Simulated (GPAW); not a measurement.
# Conductance along a series: segments of Ga in a Mo chain, part 2 of 2

Aim: how the conductance and the thermopower change along a series of junctions, segments of Ga in a Mo chain.

GPAW 26.7.0; GPAW LCAO, PAW setups; Landauer transmission from Green's functions with principal layers (ASE), zero bias.

So far, conductance (G₀): step 2 (junction, foreign atoms 1) 2.19; step 3 (16 atoms, foreign atoms 2) 1.79; step 4 (17 atoms, foreign atoms 3) 2.04; step 5 (18 atoms, foreign atoms 4) 2.31.

### Step 6. Junction, 19 atoms: segment atoms = 5

System of this step: 5 Ga atoms in a Mo chain. The cell holds 19 atoms: 14 Mo and 5 Ga. Cell: a = 9.000 Å, b = 9.000 Å, c = 44.187 Å, α = 90.0°, β = 90.0°, γ = 90.0°. Regions: left lead, 7 atoms (7 Mo); channel, 5 atoms (5 Ga); right lead, 7 atoms (7 Mo). Vacuum lies along a and b. The structure is stacked along c, and the current runs across the ab planes.

Contents of run.py:

```python
import json
import numpy as np
from ase import Atoms
from ase.transport.calculators import TransportCalculator
from gpaw import GPAW, FermiDirac
from gpaw.lcao.tools import get_lcao_hamiltonian
from scipy.linalg import eigh

# The junction with lead layers at both ends, along the third cell vector
device = Atoms(
    ['Mo', 'Mo', 'Mo', 'Mo', 'Mo', 'Mo', 'Mo', 'Ga', 'Ga', 'Ga', 'Ga', 'Ga', 'Mo', 'Mo', 'Mo', 'Mo', 'Mo', 'Mo', 'Mo'],
    positions=[
        [4.50000, 4.50000, 1.12500],
        [4.50000, 4.50000, 3.37500],
        [4.50000, 4.50000, 5.62500],
        [4.50000, 4.50000, 7.87500],
        [4.50000, 4.50000, 10.12500],
        [4.50000, 4.50000, 12.37500],
        [4.50000, 4.50000, 14.62500],
        [4.50000, 4.50000, 16.99350],
        [4.50000, 4.50000, 19.54350],
        [4.50000, 4.50000, 22.09350],
        [4.50000, 4.50000, 24.64350],
        [4.50000, 4.50000, 27.19350],
        [4.50000, 4.50000, 29.56200],
        [4.50000, 4.50000, 31.81200],
        [4.50000, 4.50000, 34.06200],
        [4.50000, 4.50000, 36.31200],
        [4.50000, 4.50000, 38.56200],
        [4.50000, 4.50000, 40.81200],
        [4.50000, 4.50000, 43.06200]],
    cell=[[9.0, 0.0, 0.0], [0.0, 9.0, 0.0], [0.0, 0.0, 44.187]],
    pbc=True)

# One principal layer of the lead: the first 5 atoms of the device
lead = Atoms(
    ['Mo', 'Mo', 'Mo', 'Mo', 'Mo'],
    positions=[
        [4.50000, 4.50000, 1.12500],
        [4.50000, 4.50000, 3.37500],
        [4.50000, 4.50000, 5.62500],
        [4.50000, 4.50000, 7.87500],
        [4.50000, 4.50000, 10.12500]],
    cell=[[9.0, 0.0, 0.0], [0.0, 9.0, 0.0], [0.0, 0.0, 11.25]],
    pbc=True)

settings = dict(mode='lcao', basis='dzp', xc='LDA', h=0.2,
                occupations=FermiDirac(0.1), maxiter=250,
                mixer=dict(beta=0.1, nmaxold=8, weight=100.0),
                convergence=dict(density=0.0001))
energies = np.arange(-2, 2 + 1e-9, 0.05)
eta = 0.0001
n1, n2 = 1, 1
# k and -k transmit alike, so half of the mesh across the current serves
mesh = [(i, j) for i in range(n1) for j in range(n2) if (i, j) <= (-i % n1, -j % n2)]
weights = np.array([1 if (i, j) == (-i % n1, -j % n2) else 2 for i, j in mesh]) / (n1 * n2)

# [... helper functions left out ...]
fermi_lead = ground_state(lead, (1, 1, 10), 'lead.txt')
fermi_device = ground_state(device, (1, 1, 2), 'device.txt')
# [... loop over the mesh left out, but for ...]
        # Shift the lead onto the potential of the device's first layer
        shift = ((H[:, 0, 0] - H0[:, 0, 0]) / S0[0, 0]).real.mean()
# [...]
kT = 8.617333e-5 * 500
bias = [0.1, 0.2, 0.5, 1.0, 1.5, 2.0]
# [... integrals and printing left out ...]
```

Command:

```console
$ OMP_NUM_THREADS=1 OPENBLAS_NUM_THREADS=1 python run.py
```

Log:

```text
basis functions: device 471, principal layer 145
Fermi level: lead -2.9955 eV, device -3.0024 eV; lead shifted by -0.0050 eV
largest coupling past the next layer 2.75e-05 eV, largest misfit of the first layer 0.057 eV
  E-E_F (eV)   T (one spin)  [channel counts left out]
    -2.000    4.7545e-01
    -1.950    4.9505e-01
    -1.900    5.1712e-01
[...]
1.950    1.9949e+00
     2.000    7.9926e-01
conductance at 500 K: 2.2498 G0 a cell; thermopower -1.28 uV/K
current from the zero-bias T(E) at 0.1 V: 17.301 uA
current from the zero-bias T(E) at 0.2 V: 33.828 uA
current from the zero-bias T(E) at 0.5 V: 75.347 uA
current from the zero-bias T(E) at 1.0 V: 137.79 uA
current from the zero-bias T(E) at 1.5 V: 203.46 uA
current from the zero-bias T(E) at 2.0 V: 272.96 uA
```

It took 4.6 min on 1 thread of Intel Xeon Platinum 8488C (Sapphire Rapids), shared host; peak memory 1.7 GiB.

The conductance, 2.25 G₀, lies 2.4 % below that of the member before.

### Step 7. Member of the series, 20 atoms: segment atoms = 6

System of this step: 6 Ga atoms in a Mo chain. The cell holds 20 atoms: 14 Mo and 6 Ga. Cell: a = 9.000 Å, b = 9.000 Å, c = 46.737 Å, α = 90.0°, β = 90.0°, γ = 90.0°. Regions: left lead, 7 atoms (7 Mo); channel, 6 atoms (6 Ga); right lead, 7 atoms (7 Mo). Vacuum lies along a and b. The structure is stacked along c, and the current runs across the ab planes.

Edit run.py of step 6 so:

```diff
@@ -10,3 +10,3 @@
 device = Atoms(
-    ['Mo', 'Mo', 'Mo', 'Mo', 'Mo', 'Mo', 'Mo', 'Ga', 'Ga', 'Ga', 'Ga', 'Ga', 'Mo', 'Mo', 'Mo', 'Mo', 'Mo', 'Mo', 'Mo'],
+    ['Mo', 'Mo', 'Mo', 'Mo', 'Mo', 'Mo', 'Mo', 'Ga', 'Ga', 'Ga', 'Ga', 'Ga', 'Ga', 'Mo', 'Mo', 'Mo', 'Mo', 'Mo', 'Mo', 'Mo'],
     positions=[
@@ -24,10 +24,11 @@
         [4.50000, 4.50000, 27.19350],
-        [4.50000, 4.50000, 29.56200],
-        [4.50000, 4.50000, 31.81200],
-        [4.50000, 4.50000, 34.06200],
-        [4.50000, 4.50000, 36.31200],
-        [4.50000, 4.50000, 38.56200],
-        [4.50000, 4.50000, 40.81200],
-        [4.50000, 4.50000, 43.06200]],
-    cell=[[9.0, 0.0, 0.0], [0.0, 9.0, 0.0], [0.0, 0.0, 44.187]],
+        [4.50000, 4.50000, 29.74350],
+        [4.50000, 4.50000, 32.11200],
+        [4.50000, 4.50000, 34.36200],
+        [4.50000, 4.50000, 36.61200],
+        [4.50000, 4.50000, 38.86200],
+        [4.50000, 4.50000, 41.11200],
+        [4.50000, 4.50000, 43.36200],
+        [4.50000, 4.50000, 45.61200]],
+    cell=[[9.0, 0.0, 0.0], [0.0, 9.0, 0.0], [0.0, 0.0, 46.737]],
     pbc=True)
```

Log:

```text
basis functions: device 484, principal layer 145
Fermi level: lead -2.9955 eV, device -3.0045 eV; lead shifted by -0.0031 eV
largest coupling past the next layer 2.75e-05 eV, largest misfit of the first layer 0.055 eV
  E-E_F (eV)   T (one spin)  [channel counts left out]
    -2.000    4.2983e-01
    -1.950    4.4799e-01
    -1.900    4.6946e-01
[...]
1.950    7.5708e-01
     2.000    6.0545e-01
conductance at 500 K: 2.1407 G0 a cell; thermopower -3.546 uV/K
current from the zero-bias T(E) at 0.1 V: 16.647 uA
current from the zero-bias T(E) at 0.2 V: 33.51 uA
current from the zero-bias T(E) at 0.5 V: 81.203 uA
current from the zero-bias T(E) at 1.0 V: 148.35 uA
current from the zero-bias T(E) at 1.5 V: 214.03 uA
current from the zero-bias T(E) at 2.0 V: 282.5 uA
```

It took 4.2 min on 1 thread; peak memory 1.8 GiB.

The conductance, 2.14 G₀, lies 4.9 % below that of the member before.

### Step 8. Comparing the runs

Times are for 1 thread of Intel Xeon Platinum 8488C (Sapphire Rapids), shared host. The series side by side:

```csv
no.,foreign atoms,conductance (G₀),time,memory (GiB)
1,1,2.189,3.6 min,1.4
2,2,1.790,3.4 min,1.5
3,3,2.042,3.9 min,1.5
4,4,2.306,4.4 min,1.6
5,5,2.250,4.6 min,1.7
6,6,2.141,4.2 min,1.8
```

The runs together. Table of transmission, zone mean by energy, zero at the Fermi level:

```csv
energy (eV),1,2,3,4,5,6
-2.0000,0.922,0.690,0.611,0.533,0.475,0.430
-1.7500,0.986,0.758,0.707,0.649,0.601,0.559
-1.5000,1.16,0.952,0.942,0.932,0.934,0.938
-1.2500,1.28,1.02,0.999,0.988,0.969,0.940
-1.0000,1.40,1.03,0.937,0.871,0.796,0.727
-0.7500,1.55,1.02,0.845,0.733,0.646,0.587
-0.5000,1.74,1.08,0.813,0.662,0.586,0.561
-0.2500,1.96,1.30,1.02,0.827,0.744,0.756
0.0000,2.19,1.78,2.08,2.56,2.35,2.00
0.2000,2.38,2.28,2.63,2.22,2.13,2.69
0.2500,2.42,2.39,2.60,2.17,2.25,2.84
0.5000,2.64,2.68,2.39,2.38,2.79,2.73
0.5500,2.68,2.69,2.39,2.46,2.79,2.74
0.7500,2.81,2.64,2.46,2.67,2.78,2.93
0.9000,2.85,2.58,2.55,2.68,2.89,2.91
1.0000,2.83,2.55,2.59,2.66,2.97,2.79
1.2500,2.64,2.53,2.46,2.76,2.82,2.66
1.4500,2.31,2.58,2.16,2.90,2.45,2.56
1.5000,2.20,2.59,2.08,2.88,2.38,2.42
1.7500,1.56,2.21,1.72,2.03,2.39,1.37
2.0000,0.760,0.612,0.929,1.02,0.799,0.605
```

The runs together. Current through one cell, from the zero-bias transmission against bias:

```csv
bias (V),1 (μA),2 (μA),3 (μA),4 (μA),5 (μA),6 (μA)
0.100,17.0,13.9,15.8,17.7,17.3,16.6
0.200,33.9,27.8,31.4,34.4,33.8,33.5
0.500,84.8,70.1,75.8,75.9,75.3,81.2
1.000,170,142,141,134,138,148
1.500,254,214,204,196,203,214
2.000,338,285,271,264,273,283
```

### Step 9. Basis szp(dzp), grid spacing 0.14

A smaller basis is cheaper in every inversion. The real-space grid carries density and potential; a coarse one breaks translation symmetry along the lead and scatters electrons that should pass.

System of this step: 2 Ga atoms in a Mo chain. The cell holds 16 atoms: 14 Mo and 2 Ga. Cell: a = 9.000 Å, b = 9.000 Å, c = 36.537 Å, α = 90.0°, β = 90.0°, γ = 90.0°. Regions: left lead, 7 atoms (7 Mo); channel, 2 atoms (2 Ga); right lead, 7 atoms (7 Mo). Vacuum lies along a and b. The structure is stacked along c, and the current runs across the ab planes.

Edit run.py of step 7 so:

```diff
@@ -10,3 +10,3 @@
 device = Atoms(
-    ['Mo', 'Mo', 'Mo', 'Mo', 'Mo', 'Mo', 'Mo', 'Ga', 'Ga', 'Ga', 'Ga', 'Ga', 'Ga', 'Mo', 'Mo', 'Mo', 'Mo', 'Mo', 'Mo', 'Mo'],
+    ['Mo', 'Mo', 'Mo', 'Mo', 'Mo', 'Mo', 'Mo', 'Ga', 'Ga', 'Mo', 'Mo', 'Mo', 'Mo', 'Mo', 'Mo', 'Mo'],
     positions=[
@@ -21,14 +21,10 @@
         [4.50000, 4.50000, 19.54350],
-        [4.50000, 4.50000, 22.09350],
-        [4.50000, 4.50000, 24.64350],
-        [4.50000, 4.50000, 27.19350],
-        [4.50000, 4.50000, 29.74350],
-        [4.50000, 4.50000, 32.11200],
-        [4.50000, 4.50000, 34.36200],
-        [4.50000, 4.50000, 36.61200],
-        [4.50000, 4.50000, 38.86200],
-        [4.50000, 4.50000, 41.11200],
-        [4.50000, 4.50000, 43.36200],
-        [4.50000, 4.50000, 45.61200]],
-    cell=[[9.0, 0.0, 0.0], [0.0, 9.0, 0.0], [0.0, 0.0, 46.737]],
+        [4.50000, 4.50000, 21.91200],
+        [4.50000, 4.50000, 24.16200],
+        [4.50000, 4.50000, 26.41200],
+        [4.50000, 4.50000, 28.66200],
+        [4.50000, 4.50000, 30.91200],
+        [4.50000, 4.50000, 33.16200],
+        [4.50000, 4.50000, 35.41200]],
+    cell=[[9.0, 0.0, 0.0], [0.0, 9.0, 0.0], [0.0, 0.0, 36.537]],
     pbc=True)
@@ -47,3 +43,3 @@
 
-settings = dict(mode='lcao', basis='dzp', xc='LDA', h=0.2,
+settings = dict(mode='lcao', basis='szp(dzp)', xc='LDA', h=0.14,
                 occupations=FermiDirac(0.1), maxiter=250,
```

Log:

```text
basis functions: device 242, principal layer 80
Fermi level: lead -3.1703 eV, device -3.1634 eV; lead shifted by -0.0069 eV
largest coupling past the next layer 2.74e-05 eV, largest misfit of the first layer 0.067 eV
  E-E_F (eV)   T (one spin)  [channel counts left out]
    -2.000    6.8655e-01
    -1.950    6.9739e-01
    -1.900    7.0834e-01
    -1.850    7.1950e-01
    -1.800    7.3094e-01
    -1.750    7.4280e-01
    -1.700    7.5525e-01
    -1.650    7.6853e-01
    -1.600    7.8299e-01
    -1.550    7.9918e-01
    -1.500    8.1803e-01
    -1.450    8.4148e-01
    -1.400    8.7549e-01
    -1.350    9.7117e-01
    -1.300    9.9958e-01
    -1.250    1.0102e+00
[...]
1.650    2.5517e+00
     1.700    2.5150e+00
     1.750    2.4559e+00
     1.800    2.3692e+00
     1.850    2.2502e+00
     1.900    2.0955e+00
     1.950    1.9043e+00
     2.000    1.6807e+00
conductance at 500 K: 1.7171 G0 a cell; thermopower -16.46 uV/K
current from the zero-bias T(E) at 0.1 V: 13.313 uA
current from the zero-bias T(E) at 0.2 V: 26.681 uA
current from the zero-bias T(E) at 0.5 V: 67.508 uA
current from the zero-bias T(E) at 1.0 V: 138.22 uA
current from the zero-bias T(E) at 1.5 V: 209.82 uA
current from the zero-bias T(E) at 2.0 V: 280.33 uA
```

Elapsed: 5.2 min, on 1 thread; peak memory 3.9 GiB.

This step gave:

```
conductance                                    : 1.717 G₀
thermopower                                    : -16.46 μV/K
largest coupling past the next principal layer : 2.74e-5 eV
largest misfit of the first principal layer    : 0.06698 eV
shift that aligns the lead                     : -0.006867 eV
basis functions of the junction                : 242
basis functions of a principal layer           : 80
transmission at the Fermi level (one spin)     : 1.708
```

One spin. The transmission, zone mean by energy, zero at the Fermi level:

```csv
energy (eV),"transmission, zone mean"
-2.00,0.687
-1.85,0.719
-1.70,0.755
-1.60,0.783
-1.45,0.841
-1.30,1.000
-1.15,1.02
-1.05,1.03
-0.90,1.02
-0.75,1.02
-0.60,1.03
-0.50,1.05
-0.35,1.14
-0.20,1.31
-0.05,1.59
0.00,1.71
0.05,1.83
0.20,2.22
0.35,2.51
0.50,2.66
0.60,2.68
0.75,2.66
0.90,2.61
1.05,2.57
1.15,2.55
1.30,2.55
1.45,2.57
1.60,2.57
1.70,2.52
1.85,2.25
2.00,1.68
```

Not self-consistent under bias; the bias window is split evenly. Table of current through one cell, from the zero-bias transmission by bias:

```csv
bias (V),"current through one cell, from the zero-bias transmission (μA)"
0.100,13.3
0.200,26.7
0.500,67.5
1.000,138
1.500,210
2.000,280
```

The transmission of the three most open eigenchannels by energy, zero at the Fermi level:

```csv
energy (eV),channel 1,channel 2,channel 3
-2.000,0.683,0.00154,0.00154
-1.800,0.726,0.00245,0.00245
-1.600,0.775,0.00391,0.00391
-1.400,0.863,0.00640,0.00640
-1.200,0.996,0.0109,0.0109
-1.000,0.988,0.0193,0.0193
-0.800,0.947,0.0354,0.0354
-0.600,0.891,0.0671,0.0671
-0.400,0.842,0.130,0.130
-0.200,0.808,0.252,0.252
0.000,0.781,0.464,0.464
0.200,0.753,0.732,0.732
0.400,0.929,0.929,0.723
0.600,0.996,0.996,0.692
0.800,0.991,0.991,0.661
1.000,0.973,0.973,0.634
1.200,0.968,0.968,0.611
1.400,0.986,0.986,0.592
1.600,0.996,0.996,0.578
1.800,0.900,0.900,0.569
2.000,0.564,0.558,0.558
```

The conductance, 1.72 G₀, lies 4.1 % below that of the unchanged run.

### Step 10. Results

- conductance, first and last member: 2.19 and 2.14 G₀
- largest and smallest: 2.31 and 1.79 G₀

In words: As the number of foreign atoms goes from 1 to 6, the conductance goes from 2.19 to 2.14 G₀. The conductance does not change monotonically along the series. The geometry was built from estimated bond lengths and not relaxed, so the numbers describe this model structure. The run had no spin polarisation, so a magnetic state, which chains and small molecules with open shells often have, wasn't tested. An evenly spaced straight chain is an idealisation: free chains tend to dimerise, zigzag or, where a band edge lies near the Fermi level, turn magnetic. The currents use the zero-bias T(E) throughout, which holds only while the bias is small against the distance to the nearest feature.

[Logs are printed without paths, hosts, clocks, repeated set-up lines and the standing remarks that a program may print on its own settings, such as how far it seeks lower states.]

[Hosts, paths, dates, database ids (printed as entryN), source tags and the programs' standing remarks are cut or masked in the printed files.]
